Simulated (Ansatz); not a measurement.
# ZrInB in the AlB2 type: lattice stability ahead of a resistivity run, part 3 of 3

Question: is the lattice of ZrInB in the AlB2 type stable, and if so, what are its coupling constant and resistivity?

Ansatz 0.2.0; DFT PBEsol, scalar-relativistic, plane waves, PAW; PAW set soft_1.

So far, lowest frequency on the path (cm⁻¹): step 5 (lattice stability: q 2×2×2, k 6×6×4) -202; step 6 (k-mesh 6×6×6, q mesh 3×3×2) -197. The relaxed cell has a = 3.871, c = 3.723 Å (conventional setting).

The structure was built from a prototype and need not be the compound's stable phase.

## (7) Phonons by linear response: Fermi–Dirac smearing of 0.3 eV

The phonons are repeated on the same meshes with a wide Fermi–Dirac smearing, to see whether the soft mode comes from sharp features of the Fermi surface.

File input.yaml:

```yaml
crystal:
  lattice:
    - [3.8706731571, -2.8237e-06, 0.0]
    - [-1.9353341331, 3.3521026956, 0.0]
    - [0.0, 0.0, 3.7226357473]
  atoms:
    - { symbol: Zr, position: [0.0, 0.0, 0.0] }
    - { symbol: B, position: [0.3333333333, 0.6666666667, 0.5] }
    - { symbol: In, position: [0.6666666667, 0.3333333333, 0.5] }
kpoints:
  mp_grid: { grid: [6, 6, 6] }
hamiltonian:
  xc: pbesol
  pseudopotentials: { kind: paw, azcp: { folder: soft_1 }, xc_functional: pbe }
scf:
  occupations: { method: fermi_dirac, width: 0.3 }
output:
  eigenvalues: true
phonons:
  method: dfpt
  qmesh: [3, 3, 2]
  temperatures: { t_max: 1000, t_step: 50 }
  qpath:
    path:
      - [[0.0, 0.0, 0.0], [0.5, 0.0, 0.0], [0.33333333, 0.33333333, 0.0], [0.0, 0.0, 0.0], [0.0, 0.0, 0.5], [0.5, 0.0, 0.5], [0.33333333, 0.33333333, 0.5], [0.0, 0.0, 0.5]]
      - [[0.5, 0.0, 0.5], [0.5, 0.0, 0.0]]
      - [[0.33333333, 0.33333333, 0.5], [0.33333333, 0.33333333, 0.0]]
    npoints: 10
```

Command:

```bash
$ ansatz run input.yaml --threads 4 --pin off --max-ram 12288MiB --backend cpu --events-out ev --progress --plain --runs-dir out
```

Numbers of over 12 decimals in the logs are rounded to 6 here.

Log:

```text
[...]
band count auto-derived: 19 (N_el = 28.0; filled up to band 14; 18 by the electrons, moments and atoms)
[...]
Crystal: 3 atoms, lattice volume = 48.301 Å³
Basis set: ecut = 420 eV, 937 PW (Γ), exchange–correlation on 54×54×50 points (8 copies of the dense FFT grid, shifted against one another)
Bands: 19, of which v1, the nominal top of the filled ones, is band 14 counted from 1 (13 counted from 0)
Symmetry: 12 space group operations
k-points: 28 of 216 (time reversal used)
[...]
SCF iter   1: F=—  HF=-9807.336704 eV  |F-HF|=—  |Δ(HF+E_count)|=         —  Δρ=4.82e-2  dr2=1.84e0  ethr=3.10e-3  ⟨swp⟩=5.6  Hψ=5288  notcnv=0
automatic band count: the SCF goes on with 24 bands, as 19 were too few: they end inside the smearing window of the response
[...]
SCF iter   2: F=—  HF=-9806.921623 eV  |F-HF|=—  |Δ(HF+E_count)|=   4.15e-1  Δρ=2.87e-2  dr2=7.06e-1  ethr=3.10e-3  ⟨swp⟩=2.4  Hψ=1377  notcnv=0
[...]
SCF iter   9: F=-9806.716935 eV  HF=-9806.716935 eV  |F-HF|=3.64e-12  |Δ(HF+E_count)|=  8.19e-11  Δρ=1.32e-7  dr2=3.29e-12  ethr=1.00e-12  ⟨swp⟩=3.9  Hψ=2832  notcnv=0
SCF 1 converged in 9 iterations: F = -9806.716935 eV  dr2 = 3.29e-12
[...]
SCF iter   7: F=-9806.716935 eV  HF=-9806.716935 eV  |F-HF|=5.46e-12  |Δ(HF+E_count)|=  5.46e-12  Δρ=7.24e-9  dr2=2.34e-14  ethr=1.00e-12  ⟨swp⟩=1.0  Hψ=1176  notcnv=0
SCF 2 converged in 7 iterations: F = -9806.716935 eV  dr2 = 2.34e-14
[...]
SCF converged after 9 iterations
Free energy (F): -9806.716935 eV
[...]
Internal energy: -9806.476533 eV  (E = F + TS)
E sigma→0 (E₀):  -9806.596734 eV
Entropy (-TS):   -0.240402 eV (-80.134 meV/atom)
Fermi energy:    14.332490 eV
[...]
--- Band table (eV; the first three rows and the last of 28) ---
  k-point 0: bands = [... 10 lower, 12.2092, 12.2092, 12.8308, 13.4909, 15.7887, 15.9314, 15.9314, 17.3380, ... 6 higher]
  k-point 1: bands = [... 10 lower, 11.4262, 12.4958, 12.4958, 14.2695, 15.1221, 15.1221, 16.1725, 17.3894, ... 6 higher]
  k-point 2: bands = [... 10 lower, 9.4920, 13.3079, 13.3079, 14.2824, 14.2824, 15.5291, 16.1866, 16.1866, ... 6 higher]
  k-point 27: bands = [... 10 lower, 7.3491, 10.5392, 11.7819, 11.8637, 16.7286, 17.0686, 18.0325, 18.0806, ... 6 higher]
[...]
ASR residual: 4.821e-4 → 0.000e0 eV/Å²; symmetrization residual: 5.050e-6 eV/Å²
  ASR residual per site (eV/Å²): 4.82e-4 1.01e-4 1.31e-4
  Γ frequencies (cm⁻¹): -181.17 0.00 0.00 0.00 194.49 194.49 214.42 541.19 541.19
--- Phonons (arbitrary-q DFPT): 6 irreducible q on the 3×3×2 mesh ---
[...]
interpolated dispersion: 93 rows × 9 modes
[...]
```

Wall time 2 min (4 threads of Arm Neoverse V1, shared host); peak memory 0.72 GiB; 7.7 min of CPU time.

Numbers from this step:

```yaml
share_of_imaginary_modes_in_the_plain_interpolation_between_solved_wavevectors: 0.1114
highest_frequency_solved_or_plainly_interpolated: 584.6 cm⁻¹
```

Solved on the 3×3×2 mesh alone; all other wavevectors are interpolated. Phonon branches along the path, in cm⁻¹:

| point | branch 1 | branch 2 | branch 3 | branch 4 | branch 5 | branch 6 | branch 7 | branch 8 | branch 9 |
| --- | --- | --- | --- | --- | --- | --- | --- | --- | --- |
| Γ | -181 | 0 | 0 | 0 | 194 | 194 | 214 | 541 | 541 |
| halfway | -152 | -20 | 85 | 104 | 199 | 202 | 206 | 551 | 560 |
| M | -113 | -42 | 125 | 139 | 192 | 205 | 212 | 556 | 576 |
| halfway | -107 | 55 | 130 | 137 | 175 | 189 | 231 | 549 | 581 |
| K | -99 | 101 | 136 | 136 | 148 | 185 | 239 | 544 | 585 |
| halfway | -144 | 36 | 96 | 106 | 190 | 203 | 214 | 550 | 566 |
| Γ | -181 | 0 | 0 | 0 | 194 | 194 | 214 | 541 | 541 |
| halfway | -94 | 78 | 78 | 111 | 182 | 182 | 208 | 543 | 543 |
| A | 104 | 131 | 131 | 154 | 154 | 186 | 187 | 545 | 545 |
| halfway | -24 | 125 | 130 | 161 | 167 | 200 | 218 | 554 | 555 |
| L | -98 | 113 | 127 | 153 | 162 | 221 | 251 | 561 | 564 |
| halfway | -93 | 51 | 93 | 178 | 195 | 219 | 245 | 551 | 574 |
| H | -79 | -32 | -23 | 206 | 207 | 217 | 237 | 546 | 579 |
| halfway | -44 | 94 | 134 | 159 | 192 | 199 | 221 | 551 | 562 |
| A | 104 | 131 | 131 | 154 | 154 | 186 | 187 | 545 | 545 |
| jump to L | -98 | 113 | 127 | 153 | 162 | 221 | 251 | 561 | 564 |
| halfway | -92 | 69 | 115 | 152 | 190 | 191 | 240 | 560 | 568 |
| M | -113 | -42 | 125 | 139 | 192 | 205 | 212 | 556 | 576 |
| jump to H | -79 | -32 | -23 | 206 | 207 | 217 | 237 | 546 | 579 |
| halfway | -91 | 74 | 77 | 160 | 190 | 219 | 230 | 545 | 582 |
| K | -99 | 101 | 136 | 136 | 148 | 185 | 239 | 544 | 585 |

The phonon branches as a text plot (rows in cm⁻¹):

```
    569 |  **************            *************   ************
    537 |****    ********************     ***********      ******
    505 |
    473 |
    441 |
    409 |
    377 |
    345 |
    313 |
    281 |
    250 |         ****                **********     ****  *   **
    218 |*********    **********    **************   **  ******
    186 |*****************************   *** ******** ***** *****
    154 |       * ****          ***********     ***********   ***
    122 |    ***********       ************     ***********    **
     90 |  **     **** ***    ******     *     **  ** *       * *
     58 | **          *  **  **     *     **  **  *    **    *
     26 |**      *     **** *              * **  *          *
     -6 |****             **                *              *
    -38 |    ****              *     *      **  *        ***
    -70 |                             *     ****           **
   -101 |      *******                 *****         ******  ****
   -133 |    **       **      *
   -165 |****           ******
         Γ     M   K       Γ     A      L   H      A|L   M|H    K
```

Among the solved wavevectors the lowest mode, translations apart, is -181 cm⁻¹, imaginary.

For the lowest frequency on the path, step 6 gave -197 cm⁻¹; this run, with occupations Fermi-Dirac and smearing width 0.3 eV, gives -181 cm⁻¹.

## (8) Outcome

* phonon run of the rows without a label of their own: PBEsol, q 3×3×2, k 6×6×6
* softest mode on the q mesh: -197 cm⁻¹ at q = (0, 0, 0)
* highest frequency, solved or plainly interpolated: 587 cm⁻¹

The lattice is dynamically unstable at this level: a mode at q = (0, 0, 0) is imaginary, 197i cm⁻¹, so no harmonic coupling constant or resistivity is defined for this structure. These meshes are coarse, and single modes of a metal can move by tens of cm⁻¹ with the k mesh. The phonon runs are not spin-polarised. The PAW files were made for PBE; under other functionals the run regenerates their frozen core. The structure was built by hand as an ordered model, and its stability against other phases was not tested.

[Logs are printed without paths, hosts, clocks, repeated set-up lines and the standing remarks that a program may print on its own settings, such as how far it seeks lower states.]

[Hosts, paths, dates, database ids (printed as entryN), source tags and the programs' standing remarks are cut or masked in the printed files.]
